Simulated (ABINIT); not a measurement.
# ZnS (P6_3mc): refractive index against wavelength

The refractive index of ZnS (P6_3mc) along x below the direct gap (1.99 eV on the mesh) is read from one computed spectrum, n = √(Re ε). x, y and z are the Cartesian axes of the input cell.

Cell: a, b, c = 3.811, 3.811, 6.234 Å (primitive vectors), 4 atoms.

Method: ABINIT 10.8.3, LDA, independent particles, k-mesh 12×12×6, Lorentzian half width 0.04 eV.

Launch of the response step: `optic optic.abi`. The run took 14.7 min, its band step included, on 4 threads of AMD EPYC (Zen 3), with other jobs on the host.

| wavelength (nm) | photon energy E (eV) | n |
| --- | --- | --- |
| 3000 | 0.413 | 2.5631 |
| 2000 | 0.620 | 2.5717 |
| 1550 | 0.800 | 2.5824 |
| 1310 | 0.946 | 2.5935 |
| 1064 | 1.165 | ? |

In the single-oscillator model n² − 1 = E₀E_d/(E₀² − E²), so 1/(n² − 1) = E₀/E_d − E²/(E₀E_d) is linear in E².

Working, on the rows shown:

| x = E² (eV²) | y = 1/(n² − 1) |
| --- | --- |
| 0.170801 | 0.17955 |
| 0.384302 | 0.178138 |
| 0.639837 | 0.176404 |
| 0.895757 | 0.174635 |

Means: x̄ = 0.52267, ȳ = 0.17718. Σ(x − x̄)(y − ȳ) = -0.002007, Σ(x − x̄)² = 0.2959. Slope = -0.002007 / 0.2959 = -0.006783; intercept = ȳ − slope · x̄ = 0.18073. Turned back into n, the line misses the rows shown by at most 0.00011.

Question: What does the fit predict for the withheld row, and how well does it do?

Answer: At x = 1.3578 the line gives y = 0.17152, that is 2.6135. The run gave 2.6147, so the extrapolation is off by 0.0012, 2 % of the range in the table.

Refitted with all rows, the slope is -0.006928 and the intercept 0.18079. These give E₀ = √(intercept/−slope) = 5.11 eV and E_d = E₀/intercept = 28.3 eV; E₀ is 2.6 times the direct gap. The electronic limit at long wavelengths, without lattice vibrations, is n = √(1 + 1/intercept) = 2.556. The cell comes from an older database entry, whose edges can be off by a per cent or so. Excitons are left out and so are local fields; LDA gaps are as a rule too small. The values come from a sum over the points of one k-mesh and carry its error, which grows as the direct gap shrinks.
